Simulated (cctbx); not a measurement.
## From intensities to atoms

Cell a = 6.4520 Å, b = 6.4520 Å, c = 9.8950 Å, α = 90.00°, β = 90.00°, γ = 120.00°; space group P-6m2 (no. 187); content Rh1 Al1 Mg14.

The data are simulated with cctbx, not measured: Mo Kα, λ = 0.71073 Å, to d = 0.65 Å, 50 % of the full sphere, strongest reflection 5000 counts, noise from counting, a 4 % proportional error and a noise floor of 2 counts (s.d.); no absorption.

1 earlier start (other random phases, and plain and normalised amplitudes in turn) led nowhere (symmetry correlation 0.94).

Charge flipping in P1 on normalised amplitudes to 0.8 Å, δ = 0.9 σ, 30 % of the reflections treated as weak, 450 cycles:

```text
cycle      R  skewness
    0  0.486     0.36
   37  0.385     3.54
   74  0.391     3.90
  111  0.391     3.84
  148  0.378     3.91
  185  0.377     4.07
  222  0.387     4.14
  259  0.382     4.02
  296  0.384     4.16
  333  0.382     3.96
  370  0.381     4.02
  407  0.382     3.96
  444  0.382     3.97
origin shift          correlation  skewness
 0.098  0.389  0.406      0.955      4.40
 0.098  0.388  0.156      0.955      3.48
 0.265  0.722  0.406      0.955      3.22
 0.265  0.722  0.156      0.955      3.10
taken: symmetry correlation 0.955, skewness 4.40
peak      x       y       z  mult  height/sigma
Q1    0.3333  0.6667  0.0000    1     23.7
Q2    0.3361  0.1681  0.5000    3      9.0
Q3    0.3333  0.6667  0.5000    1      8.7
Q4    0.3580  0.1790  0.0000    3      8.3
Q5    0.0273  0.5137  0.2565    6      6.4
Q6    0.1520  0.3039  0.2474    6      5.2
Q7    0.0000  0.0000  0.2422    2      4.8
Q8    0.6667  0.3333  0.2406    2      3.8
Q9    0.1668  0.3335  0.4509    6      3.6
Q10   0.3333  0.6667  0.3984    2      3.2
Q11   0.6667  0.3333  0.0502    2      2.9
```

The origin is taken among those within 0.04 of the best correlation, by the skewness of the map.

It took 0.43 s on 1 thread of Arm Neoverse V2, with other jobs on the host, peak memory 0.08 GiB.

**Question.** Which peaks are atoms, and which elements?

Heights follow Z only loosely here, so the multiplicities, which must add up to the content, decide. First model: Q1 = Rh1 (1 in the cell, height 23.7), Q2 = Mg1 (3 in the cell, height 9.0), Q3 = Al1 (1 in the cell, height 8.7), Q4 = Mg2 (3 in the cell, height 8.3), Q5 = Mg3 (6 in the cell, height 6.4) and Q7 = Mg4 (2 in the cell, height 4.8). Against the true structure, Q1 is Rh, Q2 is Mg, Q3 is Al, Q4 is Mg, Q5 is Mg and Q7 is Mg; the other peaks are not atoms.

Least squares on F², isotropic:

```text
Rint 0.068, 569 unique reflections to 0.65 A
cycle     R1     wR2    GooF  max shift (A)
   1  0.1346  0.2724   4.230   0.07169
   3  0.0409  0.0936   1.453   0.00024
final R1 0.0409 wR2 0.0936 GooF 1.453  parameters 11  data/parameter 51.7
atom        x        y        z      Ueq    occ   su(xyz)  su(Uiso or U11)
Rh1    0.33333  0.66667  0.00000   0.0095  1.000  0.00000  0.0002
Mg1    0.32961  0.16481  0.50000   0.0178  1.000  0.00134  0.0004
Al1    0.33333  0.66667  0.50000   0.0170  1.000  0.00000  0.0006
Mg2    0.34576  0.17288  0.00000   0.0121  1.000  0.00118  0.0005
Mg3    0.02624  0.51312  0.25471   0.0164  1.000  0.00038  0.0004
Mg4    0.00000  0.00000  0.24860   0.0169  1.000  0.00032  0.0007
difference map: max 4.76 min -2.68 rms 0.17
Q1    0.3333  0.6667  0.0406    2    5.26  0.40 A from Rh1
Q2    0.1495  0.2990  0.2702    6    1.09  1.68 A from Mg4
Q3    0.3420  0.1710  0.0429    6    0.82  0.43 A from Mg2
Q4    0.2067  0.0450  0.0000    6    0.71  0.86 A from Mg2
Q5    0.5101  0.0202  0.2771    6    0.64  0.34 A from Mg3
```

Anisotropic refinement:

```text
Rint 0.068, 569 unique reflections to 0.65 A
cycle     R1     wR2    GooF  max shift (A)
   1  0.0409  0.0936   1.466   0.01512
   2  0.0275  0.0590   0.925   0.00002
final R1 0.0275 wR2 0.0590 GooF 0.925  parameters 21  data/parameter 27.1
atom        x        y        z      Ueq    occ   su(xyz)  su(Uiso or U11)
Rh1    0.33333  0.66667  0.00000   0.0093  1.000  0.00000  0.0001
Mg1    0.33159  0.16579  0.50000   0.0182  1.000  0.00205  0.0007
Al1    0.33333  0.66667  0.50000   0.0167  1.000  0.00000  0.0007
Mg2    0.34305  0.17153  0.00000   0.0133  1.000  0.00194  0.0012
Mg3    0.02536  0.51268  0.25507   0.0171  1.000  0.00025  0.0006
Mg4    0.00000  0.00000  0.24894   0.0167  1.000  0.00022  0.0009
Flack x: 0.07(9)
Hooft y: 0.017(91)  Bijvoet pairs: 250
difference map: max 0.47 min -0.45 rms 0.10
Q1    0.3257  0.1629  0.5000    3    0.49  0.03 A from Mg1
Q2    0.6667  0.3333  0.1522    2    0.47  2.25 A from Mg3
Q3    0.6667  0.3333  0.3437    2    0.47  2.19 A from Mg3
Q4    0.0151  0.2480  0.5000    6    0.41  1.01 A from Mg1
Q5    0.2090  0.0444  0.0000    6    0.41  0.84 A from Mg2
Q6    0.6667  0.3333  0.4180    2    0.40  2.04 A from Mg1
```

**Reading.** The refinement ends at R1 = 0.0275, wR2 = 0.0590, GooF = 0.93, with difference density between -0.45 and 0.47 e/Å³. Every site matches the true model in element, within 0.006 Å r.m.s., up to an allowed shift of origin or inversion. Flack x = 0.07 with s.u. 0.09: x is within 3 s.u. of 0, so the absolute structure is right, though an s.u. above 0.04 can't exclude a small twin share.

True model:

```
atom  mult.       x       y       z  Ueq (Å²)
 Rh1      1       0       0     1/2    0.0090
 Al1      1       0       0       0    0.0173
 Mg1      2     2/3     1/3  0.7488    0.0170
 Mg2      6  0.6921  0.8460  0.7550    0.0164
 Mg3      3  0.4957  0.5043     1/2    0.0133
 Mg4      3  0.4997  0.5003       0    0.0182
```

This is a model crystal, built by substitution and not relaxed, with assumed displacement parameters.

[Middle refinement cycles are left out of these outputs.]

[Logs are printed without paths, hosts, clocks, repeated set-up lines and the standing remarks that a program may print on its own settings, such as how far it seeks lower states.]
